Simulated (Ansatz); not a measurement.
Consider BiOCl (P4/nmm).

The structure is tetragonal, space group P4/nmm (No. 129). The conventional cell has a = 3.886 Å, b = 3.886 Å, c = 7.349 Å, α = 90.00°, β = 90.00°, γ = 90.00°. Bi has 4 O at 2.31 Å and 4 Cl at 3.06 Å nearest. Cl has 4 Bi at 3.06 Å nearest. O has 4 Bi at 2.31 Å nearest. Farther neighbours and most contacts between anions are not listed.

```
Bi Cl O
1.0
     3.88551    0.00000    0.00000
     0.00000    3.88551    0.00000
     0.00000    0.00000    7.34890
Bi Cl O
2 2 2
Direct
  0.50000 0.00000 0.32904
  0.00000 0.50000 0.67096
  0.00000 0.50000 0.14720
  0.50000 0.00000 0.85280
  0.00000 0.00000 0.50000
  0.50000 0.50000 0.50000
```

The cell and positions come from the Crystallography Open Database and are kept as given unless a step says otherwise. Spin-orbit coupling is left out unless a run names it.

Gaps computed with Ansatz 0.2.0 without a self-energy: r2SCAN 3.05 eV, r2SCAN+SOC 2.71 eV and HSE06+SOC 3.26 eV.

Estimate the G0W0@r2SCAN gap with 6×6×4 mesh, 1117 empty bands, screening to 270 eV, hard PAW files.

About 3.88 eV: on its mesh the run moves the gap from 3.10 eV by +0.84 eV, and the mesh misses the edges by 0.05 eV. Spin-orbit coupling is not in that value; its −0.34 eV at the r2SCAN level would bring it to about 3.54 eV. Bands and cutoff are finite, so the gap is not at the basis limit. The miss can reach some tenths of an eV and take either sign; the mesh is an error of its own. Where an edge is built on 6p states of lead, bismuth or thallium, scalar-relativistic gaps usually stand too wide, by a few tenths to over one eV. The many-body steps are scalar-relativistic: spin-orbit coupling is not in them.

[Paths, hosts, dates, memory and timing lines, banners, echoed tables and standing remarks are left out of the program output.]

[Logs are printed without paths, hosts, clocks, repeated set-up lines and the standing remarks that a program may print on its own settings, such as how far it seeks lower states.]

[Runs of the session that timed out or met a known fault of the program may be left out.]

[Cells called generated may have been cut or substituted from an entry of the Crystallography Open Database or the Materials Project.]

[Hosts, paths, dates, database ids (printed as entryN), source tags and the programs' standing remarks are cut or masked in the printed files.]
